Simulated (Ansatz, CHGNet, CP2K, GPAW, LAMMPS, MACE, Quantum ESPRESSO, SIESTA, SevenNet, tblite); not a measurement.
# What went wrong? GPAW on Ga2O3 with crystalline order left by the classical run (95 atoms)

Program: GPAW 26.7.0, a calculation on a cell of 38 Ga and 57 O, 10.1 Å³ an atom.

File run.py:

```python
import numpy as np
from ase.io import read
from gpaw import GPAW, FermiDirac

atoms = read("structure.xyz")
atoms.calc = GPAW(
    mode="lcao",
    basis="dzp",
    h=0.18,
    xc="PBE",
    kpts={"size": (1, 1, 1), "gamma": True},
    occupations=FermiDirac(0.05),
    maxiter=3,
    symmetry={"point_group": False},
    txt="gpaw.txt",
)
energy = atoms.get_potential_energy(force_consistent=True)
forces = atoms.get_forces()
print(f"energy {energy:.6f} eV")
print("forces (eV/A)")
for i, (a, f) in enumerate(zip(atoms, forces)):
    print(f"{i:4d} {a.symbol:2s} {f[0]:10.5f} {f[1]:10.5f} {f[2]:10.5f}")
print(f"Fermi level {atoms.calc.get_fermi_level():.4f} eV")
for k in range(len(atoms.calc.get_ibz_k_points())):
    for s in range(atoms.calc.get_number_of_spins()):
        e = atoms.calc.get_eigenvalues(kpt=k, spin=s)
        n = np.searchsorted(e, atoms.calc.get_fermi_level())
        print(f"k {k} spin {s} levels about the Fermi level:", np.round(e[max(n - 6, 0):n], 4).tolist(), "|", np.round(e[n:n + 6], 4).tolist())
```

File structure.xyz:

```xyz
95
Lattice="9.84786 0.00000 0.00000 0.00000 9.84786 0.00000 0.00000 0.00000 9.84786" Properties=species:S:1:pos:R:3 pbc="T T T"
Ga 6.75435 2.88168 1.19110
Ga 2.24492 2.99001 7.29667
Ga 5.73106 7.10976 7.54277
Ga 9.34739 0.60879 6.56448
Ga 4.50264 1.04742 9.19672
Ga 7.48043 5.53735 9.44528
Ga 7.07037 5.99232 5.08100
Ga 0.86316 8.52795 4.66217
Ga 4.53976 1.24782 4.47467
Ga 2.50766 6.09514 2.02472
[... 81 atom lines left out ...]
O 3.83426 4.16200 7.54208
O 6.44917 1.11035 0.35068
O 1.72505 7.76169 1.47639
O 0.09227 7.04496 3.73933
```

Command:

```
> OMP_NUM_THREADS=1 python run.py > output.txt
```

Output:

```text
gpaw.KohnShamConvergenceError
```

gpaw.txt:

```text
Input parameters:
  mode=LCAO(),
  basis={'default': 'dzp'},
  h=0.18,
  kpts=MonkhorstPack(size=(1, 1, 1), gamma=True),
  maxiter=3,
  occupations=Occupations(name='fermi-dirac', width=0.05, fixmagmom=False),
  symmetry=Symmetry(point_group=False),
  xc=XC(name='PBE')
Unit cell  # Å
| periodic |        x |        y |        z |  lengths |    angles |
|----------|----------|----------|----------|----------|-----------|
|      yes | 9.847860 | 0.000000 | 0.000000 | 9.847860 | 90.000000 |
|      yes | 0.000000 | 9.847860 | 0.000000 | 9.847860 | 90.000000 |
|      yes | 0.000000 | 0.000000 | 9.847860 | 9.847860 | 90.000000 |
Number of symmetries: 1
Symmetry operations  # r_c * U_cc + t_c -> r_c
|   | kind |            matrix            |
|---|------|------------------------------|
| 0 |  E   |  1, 0, 0,  0, 1, 0,  0, 0, 1 |
BZ-sampling:
  Number of BZ points: 1
  Number of IBZ points: 1
  Monkhorst-Pack size: [1, 1, 1]
  Monkhorst-Pack shift: [0, 0, 0]
K-points  # in reciprocal-cell coordinates
|   |                                coordinates |     weight |
|---|--------------------------------------------|------------|
| 0 | (  0.00000000,   0.00000000,   0.00000000) | 1.00000000 |
basis functions: 1235
Spin-components: 1 (collinear spins)
Bands:           278
Projectors:      475
Spin-degeneracy: 2
Datatype:        <class 'float'>
Parallelization:
  kpt:    1
  domain: 1
  band:   1
Density:
  Valence electrons: 456.0
  Components: 1
  Grid points: [56 56 56]
  Charge: 0.0  # |e|
Potential:
  Grid points: [56 56 56]
species:
  Ga:
    name:    Gallium
    Z:       31.0
    valence: 3
    core:    28
    LCAO basis set for Ga:
      Name: dzp
      Number of radial functions: 5
      Number of spherical harmonics: 13
        l=0, rc=7.2656 Bohr: 4s-sz confined orbital
        l=1, rc=10.3438 Bohr: 4p-sz confined orbital
        l=0, rc=4.1406 Bohr: 4s-dz split-valence wave
        l=1, rc=6.0938 Bohr: 4p-dz split-valence wave
        l=2, rc=10.3438 Bohr: d-type Gaussian polarization
      Number of RI-basis functions 0
  O:
    name:    Oxygen
    Z:       8.0
    valence: 6
    core:    2
    LCAO basis set for O:
      Name: dzp
      Number of radial functions: 5
      Number of spherical harmonics: 13
        l=0, rc=4.3438 Bohr: 2s-sz confined orbital
        l=1, rc=5.3906 Bohr: 2p-sz confined orbital
        l=0, rc=2.2969 Bohr: 2s-dz split-valence wave
        l=1, rc=2.8906 Bohr: 2p-dz split-valence wave
        l=2, rc=5.3906 Bohr: d-type Gaussian polarization
      Number of RI-basis functions 0
Reference energy: -2125946.099265  # eV
eigensolver:
density mixing:
  MSR1-Mixer
occupation numbers:
  Fermi-Dirac:
    width: 0.0500  # eV
FastPoissonSolver using
    Stencil: 6*3+1=19 point O(h^6) finite-difference Laplacian
xc functional:
  name: PBE with 2 nearest neighbor stencil
interpolation: tri-quintic # 5. degree polynomial
Initialization done in: 12.406 s
convergence criteria:
- Maximum [total energy] change in last 3 cyles: 0.0005 eV / valence electron
- Maximum integral of absolute [dens]ity change: 0.0001 electrons / valence electron
- Maximum integral of absolute [eigenst]ate change: 4e-08 eV^2 / valence electron
maximum number of iterations: 3
SCF iterations
|iter     |      energy | eigst |  dens |
|---------|-------------|-------|-------|
|iter:   1| -574.656233 |      c|       |
|iter:   2| -559.647157 |      c| -0.75 |
|iter:   3| -517.102114 |      c| -0.80 |
timing:  # [seconds]
  Total: 92.732  # ━━━━━━━━━━━━━━━━━━━━━━━━━━━━━━━━━━━━━━━━━━━━━━━━━━━━━━━━━━
  Init:  12.406  # ━━━━━━━━
  SCF:   80.267  # ━━━━━━━━━━━━━━━━━━━━━━━━━━━━━━━━━━━━━━━━━━━━━━━━━━
```

The job ended after 94 s (1 thread of Arm Neoverse V1, shared host; peak memory 2 GiB).

Banners, paths, timers and routine set-up lines are dropped from the logs unmarked, and long logs keep their key lines alone; longer cuts are marked.

Why should this run not be trusted?

Too few SCF iterations: iteration limit 3.

The run ended unconverged.

[Also dropped from logs without a mark: logging warnings of Python, and SIESTA's first energy breakdown and zero terms.]

[Logs are printed without paths, hosts, clocks, repeated set-up lines and the standing remarks that a program may print on its own settings, such as how far it seeks lower states.]

[Hosts, paths, dates, database ids (printed as entryN), source tags and the programs' standing remarks are cut or masked in the printed files.]
